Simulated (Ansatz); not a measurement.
# SnO2 (Cassiterite): converging the G0W0 gap, part 2 of 2

Aim: see how the G0W0 gap of SnO2 (Cassiterite) on PBE moves with empty bands and screening cutoff, and what each rung costs.

Ansatz 0.2.0; G0W0 on PBE, plane waves, PAW. Known limits of the many-body steps: not at the basis limit; no spin-orbit coupling; coarse k mesh.

So far. Step 4 (566 empty bands, screening to 230 eV): Against the run with 4×4×6 mesh, 263 empty bands, screening to 138 eV, the gap moves by +0.04 eV. Step 5 (Changing the k mesh: 4×4×4 mesh, 263 empty bands …): Against the run with 4×4×6 mesh, 263 empty bands, screening to 138 eV, the gap moves by −0.014 eV.

## (6) Changing the frequency model: 4×4×6 mesh, 566 empty bands, screening to 230 eV, plasmon pole

A plasmon pole stands in for the full frequency dependence of the screening; this run shows what that costs in accuracy. Bands and cutoff differ from the step before, so it is read against an earlier run that matches them.

The input, input.yaml:

```yaml
crystal:
  lattice:
    - [4.738, 0.0, 0.0]
    - [0.0, 4.738, 0.0]
    - [0.0, 0.0, 3.1865]
  atoms:
    - { symbol: Sn, position: [0.0, 0.0, 0.0] }
    - { symbol: Sn, position: [0.5, 0.5, 0.5] }
    - { symbol: O, position: [0.3071, 0.3071, 0.0] }
    - { symbol: O, position: [0.1929, 0.8071, 0.5] }
    - { symbol: O, position: [0.6929, 0.6929, 0.0] }
    - { symbol: O, position: [0.8071, 0.1929, 0.5] }
kpoints:
  mp_grid: { grid: [4, 4, 6] }
hamiltonian:
  xc: pbe
  pseudopotentials: { kind: paw, azcp: { folder: "./paw" } }
scf:
  occupations: { method: fixed }
gw:
  n_empty_bands: 566
  ecut_chi: 230.0
  qp_bands: [v2, c2]
  qp_kpoints: band_edges
  screening: { model: godby_needs }
```

Started as:

```
$ ansatz run input.yaml --threads 3 --pin off --max-ram 92160MiB --backend cuda --events-out ev --progress --plain --runs-dir out --devices 1 --max-vram 13GiB
```

Numbers of over 12 decimals in the logs are rounded to 6 here.

What it wrote:

```text
GPUs: using 1 of 1 available (devices: 1).
[...]
GPU FFT provider: cuFFT
GPU libraries: cuBLAS 13.8.2, cuFFT 12.4.0, cuSOLVER 12.3.4
Crystal: 6 atoms, lattice volume = 71.533 Å³
Basis set: ecut = 420 eV, 1411 PW (Γ)
Bands: 32, of which v1, the nominal top of the filled ones, is band 26 counted from 1 (25 counted from 0)
Symmetry: 16 space group operations
[...]
k-points: 24 of 96
[...]
1    28     16.2369   -13.1489    -4.8557   -19.1791  0.8231    17.4181    17.4114  root
[...]
23    25      8.7330   -26.6295     5.2165   -20.3070  0.7829     7.6188     7.6270  root
    23    26      8.7330   -26.6295     5.2165   -20.3070  0.7829     7.6188     7.6270  root
    23    27     14.5098   -13.3359    -4.3706   -18.6936  0.8337    15.4997    15.4969  root
    23    28     14.5098   -13.3359    -4.3706   -18.6936  0.8337    15.4997    15.4969  root
[key lines of the parts left out:]
SCF converged after 8 iterations
Free energy (F): -14318.020851 eV
Fermi energy:    9.564227 eV
```

Elapsed: 55 s, on 1 × NVIDIA H100 80GB HBM3 (shared by 6 runs) with 3 threads of AMD EPYC 7R13 (Zen 3), shared host; peak memory 3.8 GiB; 85 s of CPU time.

This step gave:

| Property | Result |
| --- | --- |
| bands summed | 592 |
| plasmon-pole fit frequency | 31.66 eV |
| RPA ε∞ on this mesh (eigenvalues) | 4.312, 4.312, 4.538 |
| plane waves in the screening matrix | 563 |
| G0W0 gap on the mesh | 2.901 eV |
| k of the valence top | 0, 0, 0 |
| k of the conduction bottom | 0, 0, 0 |
| starting gap on the mesh | 1.283 eV |
| least direct G0W0 gap on the computed points | 2.901 eV |

Against the run with 4×4×6 mesh, 566 empty bands, screening to 230 eV, the gap moves by +0.06 eV.

## (7) Changing the files and raising the bands: 4×4×6 mesh, 839 empty bands, screening to 299 eV, hard PAW files

Other atomic data (hard PAW) test the pseudisation: the cutoff goes from 420 to 930 eV and the valence electrons from 52 to 68, which opens shells that were frozen. Bands and screening cutoff change too, so the step is no clean test of the files.

input.yaml, the sections that differ from step 6:

```yaml
hamiltonian:
  xc: pbe
  pseudopotentials: { kind: paw, source: ansatz }
gw:
  n_empty_bands: 839
  ecut_chi: 299.0
  qp_bands: [v2, c2]
  qp_kpoints: band_edges
  screening: { model: contour_deformation }
# crystal, kpoints, scf: as in step 6
```

What it wrote:

```text
GPUs: using 1 of 1 available (devices: 1).
[...]
GPU FFT provider: cuFFT
GPU libraries: cuBLAS 13.8.2, cuFFT 12.4.0, cuSOLVER 12.3.4
Crystal: 6 atoms, lattice volume = 71.533 Å³
Basis set: ecut = 930 eV, 4587 PW (Γ)
Bands: 41, of which v1, the nominal top of the filled ones, is band 34 counted from 1 (33 counted from 0)
Symmetry: 16 space group operations
[...]
k-points: 24 of 96
[...]
1    36     17.8033   -13.1252    -5.1680   -19.1581  0.7885    18.6815    18.6681  root
[...]
23    33     10.3000   -26.6274     4.9985   -20.3023  0.7425     8.9338     8.9734  root
    23    34     10.3000   -26.6274     4.9985   -20.3023  0.7425     8.9338     8.9734  root
    23    35     16.0731   -13.3208    -4.6007   -18.6828  0.8089    16.8416    16.8344  root
    23    36     16.0731   -13.3208    -4.6007   -18.6828  0.8089    16.8416    16.8344  root
[key lines of the parts left out:]
SCF converged after 8 iterations
Free energy (F): -21719.985827 eV
Fermi energy:    11.134553 eV
```

Wall time 2 min (1 × NVIDIA H100 80GB HBM3 (shared by 6 runs) with 3 threads); peak memory 6 GiB; 3.2 min of CPU time.

This step gave:

```
bands summed                                 : 873
RPA ε∞ on this mesh (eigenvalues)            : 4.300, 4.300, 4.522
plane waves in the screening matrix          : 825
G0W0 gap on the mesh                         : 2.999 eV
k of the valence top                         : 0, 0, 0
k of the conduction bottom                   : 0, 0, 0
starting gap on the mesh                     : 1.287 eV
least direct G0W0 gap on the computed points : 2.999 eV
```

Against the run with 4×4×6 mesh, 566 empty bands, screening to 230 eV, the gap moves by +0.15 eV.

## (8) Side by side

Times are wall times on 1 × NVIDIA H100 80GB HBM3 (shared by 6 runs) with 3 threads of AMD EPYC 7R13 (Zen 3), shared host, good to a factor of about two.

| mesh | files | frequency | bands summed | cutoff (eV) | start (eV) | G0W0 (eV) | time | host memory (GiB) |
| --- | --- | --- | --- | --- | --- | --- | --- | --- |
| 4×4×6 | default PAW | contour deformation | 119 | 69 | 1.283 | 2.744 | 23 s | 1.1 |
| 4×4×6 | default PAW | contour deformation | 289 | 138 | 1.283 | 2.808 | 44 s | 1.5 |
| 4×4×6 | default PAW | contour deformation | 592 | 230 | 1.283 | 2.844 | 48 s | 2.8 |
| 4×4×4 | default PAW | contour deformation | 289 | 138 | 1.282 | 2.795 | 29 s | 1.4 |
| 4×4×6 | default PAW | plasmon pole | 592 | 230 | 1.283 | 2.901 | 55 s | 3.8 |
| 4×4×6 | hard PAW | contour deformation | 873 | 299 | 1.287 | 2.999 | 2 min | 6.0 |

How the two edges are built up, in eV (the quasiparticle level is the starting level plus Σx plus Σc less Vxc):

```csv
run,edge,start,Σx,Σc,Vxc,Z,QP
119 bands,valence top,9.56,-27.18,5.53,-21.14,0.76,9.05
119 bands,conduction bottom,10.85,-14.48,-3.16,-18.59,0.83,11.80
289 bands,valence top,9.56,-27.18,5.23,-21.14,0.75,8.75
289 bands,conduction bottom,10.85,-14.48,-3.40,-18.59,0.82,11.56
592 bands,valence top,9.56,-27.18,4.99,-21.14,0.75,8.52
592 bands,conduction bottom,10.85,-14.48,-3.60,-18.59,0.82,11.36
```

## (9) What came out

```yaml
119_bands_69_ev: 2.744 eV
289_bands_138_ev: 2.808 eV
592_bands_230_ev: 2.844 eV
estimated_limit_in_bands_and_cutoff: 2.88 eV
mesh_and_start: 4×4×6, PBE
```

In words: A line in one over the bands through the two highest rungs gives 2.88 eV, +0.03 eV from the top rung; the pair below gives 2.85 eV, in fair agreement. The rungs stand 0.13 eV (119 bands), 0.07 eV (289 bands) and 0.03 eV (592 bands) from it. From 119 to 592 bands the gap moves by +0.10 eV while the time grows 2.1-fold. Σc changes by −0.54 eV at the valence top and −0.44 eV at the conduction bottom, so the levels themselves move more than the gap between them. On the 4×4×4 mesh in place of 4×4×6 the gap differs by −0.01 eV, of which −0.001 eV is already in the start. The plasmon-pole model gives +0.06 eV against contour deformation, 4 % of the correction, and saved no time in this program. With hard PAW files and 873 bands the gap is 3.00 eV; the line for the default PAW files gives 2.86 eV at that count, a difference of +0.14 eV that holds the line's own error too. The cheapest rung within 0.1 eV of this estimate is that with 289 bands (44 s). The many-body steps are scalar-relativistic: spin-orbit coupling is not in them.

[Paths, hosts, dates, memory and timing lines, banners, echoed tables and standing remarks are left out of the program output.]

[Logs are printed without paths, hosts, clocks, repeated set-up lines and the standing remarks that a program may print on its own settings, such as how far it seeks lower states.]

[Runs of the session that timed out or met a known fault of the program may be left out.]

[Cells called generated may have been cut or substituted from an entry of the Crystallography Open Database or the Materials Project.]

[Hosts, paths, dates, database ids (printed as entryN), source tags and the programs' standing remarks are cut or masked in the printed files.]
